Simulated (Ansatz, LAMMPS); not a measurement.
# Structural relaxation of glassy 50SiO2-21ZnO-29CaO (mol %) (140 atoms)

Aim: bring glassy 50SiO2-21ZnO-29CaO (mol %) (140 atoms) to a nearby minimum of the energy and see what moves.

Calculated with Ansatz 0.2.0; Kohn-Sham DFT, PBEsol, PAW (set soft_2), plane waves.

Most raw output is cut from this account.

## (1) The structure

The cell holds 140 atoms: 28 Si, 12 Zn, 16 Ca and 84 O. Its edges and angles: a = 12.516 Å, b = 12.516 Å, c = 12.516 Å, α = 90.0°, β = 90.0°, γ = 90.0°. 140 atoms (28 Si, 12 Zn, 16 Ca, 84 O) placed at random at 2.99 g/cm³, melted at 4000 K for 10 ps at fixed volume with the Morse and Coulomb pair potential with partial charges (Pedone, Malavasi, Menziani, Cormack and Segre, J. Phys. Chem. B 110, 11780 (2006)). Quenched from 4000 K to 300 K at 25 K/ps and fixed volume, held 10 ps at zero pressure, then minimised at fixed cell.

Limits known from the start: The quench rate of 25 K/ps is orders of magnitude faster than experiment, which tends to freeze in extra defects. The network of bonds at the start is that of the classical potential that made the cell. Sampling is at Γ alone, for a cell whose shortest periodic width is 13 Å.

## (2) How the cell was made

A classical potential supplies the starting structure, since it reaches far longer times than DFT.

This step: classical MD, Morse and Coulomb pair potential with partial charges (Pedone, Malavasi, Menziani, Cormack and Segre, J. Phys. Chem. B 110, 11780 (2006)) (LAMMPS 22 Jul 2025 - Update 4).

Input file in.lmp:

```
# melt-quench of Si28Zn12Ca16O84
units metal
atom_style charge
boundary p p p
region box block 0 12.5492 0 12.5492 0 12.5492
create_box 4 box
mass 1 28.0850   # Si
mass 2 65.3800   # Zn
mass 3 40.0780   # Ca
mass 4 15.9990   # O
create_atoms 1 random 28 261959 NULL overlap 1.5 maxtry 2000
create_atoms 2 random 12 261966 NULL overlap 1.5 maxtry 2000
create_atoms 3 random 16 261973 NULL overlap 1.5 maxtry 2000
create_atoms 4 random 84 261980 NULL overlap 1.5 maxtry 2000
pair_style hybrid/overlay pedone 5.5 coul/long 8.0
pair_coeff * * coul/long
pair_coeff 1 4 pedone 0.340554 2.006700 2.100000 1   # Si-O
pair_coeff 2 4 pedone 0.001221 3.150679 2.851850 1   # Zn-O
pair_coeff 3 4 pedone 0.030211 2.241334 2.923245 5   # Ca-O
pair_coeff 4 4 pedone 0.042395 1.379316 3.618701 22   # O-O
set type 1 charge 2.4
set type 2 charge 1.2
set type 3 charge 1.2
set type 4 charge -1.2
kspace_style pppm 1.0e-4
neigh_modify delay 0 every 1 check yes
thermo_style custom step time temp pe press density
thermo_modify norm yes
timestep 0.002
thermo 100
min_style cg
minimize 1e-4 1e-4 200 2000
reset_timestep 0
velocity all create 4000 261960 mom yes dist gaussian
# [... 14 lines left out ...]
thermo 1666
fix md all npt temp 300 300 0.2 iso 0 0 2
run 5000 post no
unfix md
thermo 100
min_style cg
minimize 0 1e-3 2000 20000
write_dump all custom glass.dump id type xs ys zs modify sort id
```

Started as:

```sh
> lmp -in in.lmp -log none -nocite
```

The job ended after 64 s (1 thread of Arm Neoverse V1, shared host; peak memory 0.069 GiB).

## (3) Single point at the start

A single point comes first, to see the forces before anything moves.

Input file input.yaml:

```yaml
crystal:
  lattice:
    - [12.51625, 0.0, 0.0]
    - [0.0, 12.51625, 0.0]
    - [0.0, 0.0, 12.51625]
  atoms:
    - { symbol: Si, position: [0.54036, 0.27273, 0.44737] }
    - { symbol: Si, position: [0.48401, 0.5898, 0.10808] }
    - { symbol: Si, position: [0.13048, 0.70167, 0.22397] }
    - { symbol: Si, position: [0.92487, 0.43636, 0.94923] }
    - { symbol: Si, position: [0.1187, 0.15972, 0.16228] }
    - { symbol: Si, position: [0.2045, 0.17221, 0.40084] }
    - { symbol: Si, position: [0.99843, 0.01109, 0.74878] }
    - { symbol: Si, position: [0.98246, 0.21966, 0.50892] }
    - { symbol: Si, position: [0.49009, 0.91902, 0.39836] }
    - { symbol: Si, position: [0.7481, 0.13171, 0.47242] }
    - { symbol: Si, position: [0.46882, 0.49753, 0.50003] }
    - { symbol: Si, position: [0.37278, 0.55621, 0.72648] }
    - { symbol: Si, position: [0.6765, 0.22607, 0.10092] }
    - { symbol: Si, position: [0.75458, 0.42526, 0.75999] }
    - { symbol: Si, position: [0.9451, 0.66687, 0.04958] }
    - { symbol: Si, position: [0.46237, 0.90725, 0.00577] }
    - { symbol: Si, position: [0.01737, 0.4496, 0.39946] }
    - { symbol: Si, position: [0.80597, 0.94328, 0.31959] }
    - { symbol: Si, position: [0.27249, 0.8217, 0.48702] }
    - { symbol: Si, position: [0.61205, 0.69436, 0.43213] }
    - { symbol: Si, position: [0.24516, 0.40355, 0.47756] }
    - { symbol: Si, position: [0.05298, 0.80016, 0.88383] }
    - { symbol: Si, position: [0.88578, 0.10695, 0.15795] }
    - { symbol: Si, position: [0.12197, 0.62996, 0.70613] }
    - { symbol: Si, position: [0.74352, 0.74392, 0.64557] }
    - { symbol: Si, position: [0.55513, 0.06011, 0.82512] }
    - { symbol: Si, position: [0.22999, 0.12386, 0.79778] }
    - { symbol: Si, position: [0.35975, 0.44687, 0.9491] }
    - { symbol: Zn, position: [0.82996, 0.17508, 0.6958] }
    - { symbol: Zn, position: [0.49615, 0.35242, 0.20638] }
    - { symbol: Zn, position: [0.13336, 0.63992, 0.4612] }
    - { symbol: Zn, position: [0.9145, 0.56586, 0.61148] }
    [... 102 atom lines left out ...]
    - { symbol: O, position: [0.23704, 0.44751, 0.97856] }
    - { symbol: O, position: [0.78796, 0.47494, 0.64798] }
    - { symbol: O, position: [0.2979, 0.8586, 0.60645] }
    - { symbol: O, position: [0.16766, 0.25793, 0.09852] }
    - { symbol: O, position: [0.70762, 0.23104, 0.97615] }
    - { symbol: O, position: [0.7186, 0.91244, 0.23479] }
kpoints:
  mp_grid: { grid: [1, 1, 1] }
hamiltonian:
  xc: pbesol
scf:
  occupations: { method: fixed }
output:
  forces: true
  stress: true
  populations: true
  dos:
    method: { smearing: { sigma: 0.15 } }
    de: 0.1
    projected: { site_lists: { Ca: [Ca], O: [O], Si: [Si], Zn: [Zn] } }
  eigenvalues: true
```

Started as:

```sh
> ansatz run input.yaml --threads 4 --pin off --max-ram 8192MiB --backend cpu --events-out ev --progress --plain --runs-dir out
```

The job ended after 77 s (4 threads of Arm Neoverse V1, shared host; peak memory 3.2 GiB; 5 min of CPU time).

The run gave:

```
free energy                                      : -132734.1408 eV
free energy per atom                             : -948.1010 eV/atom
SCF cycles                                       : 12
pressure                                         : 1.072 GPa
r.m.s. force component                           : 0.893 eV/Å
longest force                                    : 2.848 eV/Å
Fermi energy                                     : 4.615 eV
gap (highest filled to lowest empty level) : 2.796 eV
spilling of the projection                       : 0.01325
```

The r.m.s. force component of 0.89 eV/Å and the pressure of 1.1 GPa set the starting point.

Neighbours are counted within 2.08 Å (O-Si), 3.08 Å (O-Ca), 2.43 Å (O-Zn).

Length of the force by element and coordination:

| element | coordination | atoms | mean length of the force (eV/Å) | spread | least | most |
| --- | --- | --- | --- | --- | --- | --- |
| Ca | all | 16 | 0.704 | 0.241 | 0.303 | 1.21 |
| Ca | 4 | 2 | 0.522 | 0.0843 | 0.438 | 0.607 |
| Ca | 5 | 5 | 0.832 | 0.220 | 0.553 | 1.21 |
| Ca | 6 | 5 | 0.811 | 0.192 | 0.491 | 1.04 |
| Ca | 7 | 4 | 0.502 | 0.176 | 0.303 | 0.758 |
| O | all | 84 | 1.69 | 0.635 | 0.245 | 2.85 |
| O | 2 | 16 | 1.10 | 0.722 | 0.245 | 2.62 |
| O | 3 | 55 | 1.84 | 0.550 | 0.246 | 2.85 |
| O | 4 | 12 | 1.76 | 0.406 | 0.852 | 2.44 |
| O | 5 | 1 | 1.95 | 0 | 1.95 | 1.95 |
| Si | all | 28 | 1.18 | 0.452 | 0.472 | 2.26 |
| Zn | all | 12 | 0.767 | 0.350 | 0.365 | 1.64 |
| Zn | 3 | 1 | 0.995 | 0 | 0.995 | 0.995 |
| Zn | 4 | 11 | 0.746 | 0.358 | 0.365 | 1.64 |

## (4) Cell and atoms relaxed

The cell is relaxed with the atoms, since the starting lattice needn't suit this functional.

input.yaml, the sections that differ from step 3:

```yaml
output:
  forces: true
relax:
  f_tol: 0.03
  max_steps: 153
  cell: {}
# crystal, kpoints, hamiltonian, scf: as in step 3
```

Run time: 20 min. Hardware: 4 threads; peak memory 3 GiB.

Step by step (22 of 30):

| step | energy less that of the first step (eV) | largest force component (eV/Å) | pressure (GPa) | volume (Å³) |
| --- | --- | --- | --- | --- |
| 1 | 0.0000 | 2.4298 | 1.07 | 1960.75 |
| 2 | -4.8749 | 1.2358 | 2.25 | 1895.78 |
| 4 | -7.0249 | 0.4456 | 0.00 | 1892.76 |
| 5 | -7.2535 | 0.2713 | -0.05 | 1888.58 |
| 7 | -7.5676 | 0.2156 | -0.07 | 1878.54 |
| 8 | -7.6867 | 0.3710 | -0.06 | 1873.45 |
| 9 | -7.7219 | 0.4681 | -0.05 | 1874.92 |
| 11 | -7.9605 | 0.4709 | 0.06 | 1869.27 |
| 12 | -7.9870 | 0.1143 | -0.07 | 1871.44 |
| 13 | -8.0394 | 0.5728 | -0.01 | 1864.25 |
| 15 | -8.2621 | 0.3921 | 0.00 | 1858.17 |
| 16 | -8.2873 | 0.5685 | 0.01 | 1863.29 |
| 18 | -8.4040 | 0.2737 | -0.06 | 1861.53 |
| 19 | -8.4156 | 0.6737 | 0.14 | 1859.01 |
| 20 | -8.4601 | 0.1386 | 0.01 | 1858.47 |
| 22 | -8.4783 | 0.0905 | -0.01 | 1860.08 |
| 23 | -8.4676 | 0.1949 | 0.06 | 1858.74 |
| 24 | -8.4857 | 0.0385 | -0.01 | 1859.64 |
| 26 | -8.4878 | 0.0145 | 0.00 | 1859.50 |
| 27* | -8.2554 | 0.0149 | -0.23 | 1859.50 |
| 29 | -8.2863 | 0.0222 | 0.04 | 1853.41 |
| 30* | -8.2670 | 0.0223 | 0.02 | 1853.41 |

Relaxation steps marked * repeat the geometry before them on a plane-wave basis chosen anew for their cell, so energy and pressure can jump there. Other such steps can lie between the rows shown. Relaxation steps 21, 23, 25 were tried and not accepted.

| cell as run | before | after | change |
| --- | --- | --- | --- |
| a (Å) | 12.516 | 12.062 | -3.6 % |
| b (Å) | 12.516 | 12.593 | +0.6 % |
| c (Å) | 12.516 | 12.215 | -2.4 % |
| α (°) | 90.00 | 89.85 | -0.2 % |
| β (°) | 90.00 | 89.10 | -1.0 % |
| γ (°) | 90.00 | 87.51 | -2.8 % |
| volume (Å³/atom) | 14.01 | 13.24 | -5.5 % |

The atoms that moved most (Å, as changes of fractional coordinates times the final cell):

| atom | dx | dy | dz | length |
| --- | --- | --- | --- | --- |
| Ca41 | 0.755 | -0.334 | 0.664 | 1.059 |
| O129 | 0.143 | -0.491 | 0.689 | 0.858 |
| O116 | -0.604 | 0.481 | 0.358 | 0.851 |
| O110 | 0.680 | 0.062 | -0.277 | 0.737 |
| O135 | 0.391 | -0.253 | 0.563 | 0.730 |
| O84 | 0.462 | 0.541 | 0.058 | 0.714 |
| O106 | -0.664 | 0.100 | -0.005 | 0.671 |
| O118 | 0.469 | -0.134 | -0.367 | 0.611 |

The relaxation changed the energy by -59.0 meV/atom, and atoms moved by 0.34 Å r.m.s., 1.1 Å at most.

## (5) Structure statistics after relaxation

Bonds before and after, by the cutoffs listed below:

| pair | bonds before | bonds after | mean before (Å) | mean after (Å) | spread before (Å) | spread after (Å) |
| --- | --- | --- | --- | --- | --- | --- |
| O-Si | 112 | 113 | 1.611 | 1.642 | 0.034 | 0.042 |
| O-Ca | 91 | 102 | 2.496 | 2.455 | 0.190 | 0.221 |
| O-Zn | 47 | 49 | 1.982 | 1.973 | 0.057 | 0.071 |

Density 3.19 g/cm³, 13.24 Å³ an atom.

g(r), total and by pair (bins of 0.2 Å):

| r (Å) | total | O-O | O-Si | O-Ca | O-Zn | Si-Si | Si-Ca |
| --- | --- | --- | --- | --- | --- | --- | --- |
| 1.50 | 0.27 | 0.00 | 1.14 | 0.00 | 0.00 | 0.00 | 0.00 |
| 1.70 | 2.86 | 0.00 | 11.97 | 0.00 | 0.00 | 0.00 | 0.00 |
| 1.90 | 0.72 | 0.00 | 0.08 | 0.00 | 6.81 | 0.00 | 0.00 |
| 2.10 | 0.31 | 0.00 | 0.00 | 0.46 | 2.42 | 0.00 | 0.00 |
| 2.30 | 0.72 | 0.00 | 0.00 | 5.27 | 0.00 | 0.00 | 0.00 |
| 2.50 | 0.74 | 1.14 | 0.00 | 2.45 | 0.00 | 0.00 | 0.00 |
| 2.70 | 1.54 | 3.92 | 0.00 | 0.62 | 0.20 | 0.00 | 0.00 |
| 2.90 | 0.60 | 0.90 | 0.04 | 0.46 | 0.17 | 1.07 | 0.94 |
| 3.10 | 1.01 | 1.08 | 0.09 | 0.34 | 0.91 | 3.35 | 2.40 |
| 3.30 | 1.04 | 1.27 | 0.57 | 0.50 | 0.87 | 1.25 | 1.79 |
| 3.50 | 1.00 | 0.89 | 1.12 | 0.35 | 0.90 | 0.00 | 4.13 |
| 3.70 | 0.99 | 0.62 | 1.46 | 0.48 | 1.39 | 0.00 | 2.21 |
| 3.90 | 0.91 | 0.62 | 1.32 | 1.29 | 0.81 | 0.49 | 1.09 |
| 4.10 | 1.19 | 0.76 | 1.75 | 1.54 | 1.60 | 0.68 | 0.69 |
| 4.30 | 1.06 | 0.64 | 1.76 | 1.25 | 1.50 | 0.51 | 0.17 |
| 4.50 | 1.09 | 0.93 | 0.97 | 1.38 | 1.65 | 1.20 | 0.49 |
| 4.70 | 1.06 | 1.10 | 1.17 | 1.22 | 0.74 | 1.10 | 0.59 |
| 4.90 | 1.00 | 1.34 | 0.56 | 1.23 | 0.66 | 2.06 | 0.76 |
| 5.10 | 0.99 | 1.25 | 0.61 | 0.95 | 1.01 | 1.51 | 0.75 |
| 5.30 | 0.96 | 1.27 | 0.77 | 0.68 | 0.60 | 1.21 | 0.88 |
| 5.50 | 0.99 | 1.12 | 0.99 | 0.96 | 0.70 | 1.12 | 0.77 |
| 5.70 | 0.92 | 0.84 | 0.97 | 0.81 | 0.81 | 0.87 | 1.06 |
| 5.90 | 0.95 | 0.95 | 0.87 | 0.76 | 0.95 | 1.19 | 1.52 |

Bonds by pair of elements; cutoffs follow the first minimum of g(r), held within bounds set by covalent radii, and pairs that aren't listed don't count as bonded:

| pair A-B | cutoff (Å) | bonds | mean length (Å) | spread (Å) | shortest (Å) | B about A | A about B |
| --- | --- | --- | --- | --- | --- | --- | --- |
| O-Si | 2.16 | 113 | 1.64 | 0.042 | 1.58 | 1.34 | 4.04 |
| O-Ca | 3.12 | 102 | 2.46 | 0.221 | 2.17 | 1.21 | 6.38 |
| O-Zn | 2.43 | 49 | 1.97 | 0.071 | 1.83 | 0.583 | 4.08 |

How many atoms have how many bonded neighbours:

| element | mean | 2 | 3 | 4 | 5 | 6 | 7 | 9 |
| --- | --- | --- | --- | --- | --- | --- | --- | --- |
| Ca | 6.38 | 0 | 0 | 0 | 1 | 10 | 4 | 1 |
| O | 3.14 | 9 | 54 | 21 | 0 | 0 | 0 | 0 |
| Si | 4.04 | 0 | 0 | 27 | 1 | 0 | 0 | 0 |
| Zn | 4.08 | 0 | 1 | 9 | 2 | 0 | 0 | 0 |

Bond angles, per cent of each kind in bins of 5°:

| angle (°) | O-Si-O | Ca-O-Si | O-Zn-O | Si-O-Zn |
| --- | --- | --- | --- | --- |
| 70–75 | 0.0 | 0.0 | 1.3 | 0.0 |
| 75–80 | 0.0 | 0.8 | 2.6 | 0.0 |
| 80–85 | 0.0 | 0.8 | 5.2 | 0.0 |
| 85–90 | 1.7 | 8.8 | 5.2 | 0.0 |
| 90–95 | 1.2 | 15.2 | 6.5 | 5.9 |
| 95–100 | 5.2 | 7.2 | 11.7 | 2.0 |
| 100–105 | 11.6 | 9.6 | 14.3 | 0.0 |
| 105–110 | 39.0 | 4.8 | 9.1 | 3.9 |
| 110–115 | 24.4 | 5.6 | 10.4 | 23.5 |
| 115–120 | 11.6 | 6.4 | 13.0 | 11.8 |
| 120–125 | 4.1 | 14.4 | 3.9 | 19.6 |
| 125–130 | 0.0 | 8.0 | 3.9 | 11.8 |
| 130–135 | 0.0 | 7.2 | 2.6 | 11.8 |
| 135–140 | 0.0 | 5.6 | 5.2 | 2.0 |
| 140–145 | 0.0 | 4.0 | 1.3 | 3.9 |
| 145–150 | 0.6 | 0.8 | 1.3 | 2.0 |
| 150–155 | 0.0 | 0.8 | 0.0 | 0.0 |
| 155–160 | 0.0 | 0.0 | 1.3 | 0.0 |
| 160–165 | 0.0 | 0.0 | 0.0 | 0.0 |
| 165–170 | 0.6 | 0.0 | 1.3 | 2.0 |

Bond angles (no mean is given where the spread exceeds 20°):

| angle | count | mean (°) | spread (°) |
| --- | --- | --- | --- |
| O-Si-O | 172 | 109 | 8.4 |
| Ca-O-Si | 125 | 112 | 17.7 |
| O-Zn-O | 77 | 109 | 18.4 |
| Si-O-Zn | 51 | 121 | 13.7 |

Oxygen atoms by the number of network formers (Si, P, Ge, B, Al, As, Ga) bound to them:

| network formers bound to O | O atoms | per cent |
| --- | --- | --- |
| 0 | 0 | 0 |
| 1 | 55 | 65.5 |
| 2 | 29 | 34.5 |

Network units: each former by its oxygen neighbours and how many of them bridge to another former:

| former | O neighbours | bridging O | atoms |
| --- | --- | --- | --- |
| Si | 4 | 1 | 9 |
| Si | 4 | 2 | 8 |
| Si | 4 | 3 | 9 |
| Si | 4 | 4 | 1 |
| Si | 5 | 2 | 1 |

Bond length by coordination (bonds to H left out):

| element | coordination | atoms | mean bond length (Å) |
| --- | --- | --- | --- |
| Ca | 5 | 1 | 2.42 |
| Ca | 6 | 10 | 2.44 |
| Ca | 7 | 4 | 2.46 |
| Ca | 9 | 1 | 2.57 |
| O | 2 | 9 | 1.66 |
| O | 3 | 54 | 1.97 |
| O | 4 | 21 | 2.19 |
| Si | 4 | 27 | 1.64 |
| Si | 5 | 1 | 1.75 |
| Zn | 3 | 1 | 1.86 |
| Zn | 4 | 9 | 1.96 |
| Zn | 5 | 2 | 2.06 |

Rings of the network by King's shortest-path rule, up to 12 atoms, one path for each pair of neighbours; H, halogens, alkali and alkaline-earth atoms are left out, and the last column divides by all other atoms, bonded or not:

| ring size (atoms) | rings | per network atom |
| --- | --- | --- |
| 4 | 3 | 0.024 |
| 6 | 4 | 0.032 |
| 8 | 13 | 0.105 |
| 10 | 17 | 0.137 |
| 12 | 22 | 0.177 |

For some of the pairs, g(r) has its first main peak near 2.7 Å (O-O), 1.6 Å (O-Si), 2.3 Å (O-Ca), 2.0 Å (O-Zn) and 3.1 Å (Si-Si). Counting bonds as in the table, 62 % of Ca atoms have 6, 64 % of O atoms have 3, 96 % of Si atoms have 4 and 75 % of Zn atoms have 4 bonded neighbours. The O-Si-O angle averages 109° with a spread of 8°. Counting bonds to Si alone, not to Zn, 34 % of the oxygens join two of these atoms and 66 % one. Rings of 12 atoms are the most common (37 % of those counted); sizes run from 4 to 12, where the search stops.

(Continued in part 2 of 2.)

[Logs are printed without paths, hosts, clocks, repeated set-up lines and the standing remarks that a program may print on its own settings, such as how far it seeks lower states.]

[Hosts, paths, dates, database ids (printed as entryN), source tags and the programs' standing remarks are cut or masked in the printed files.]
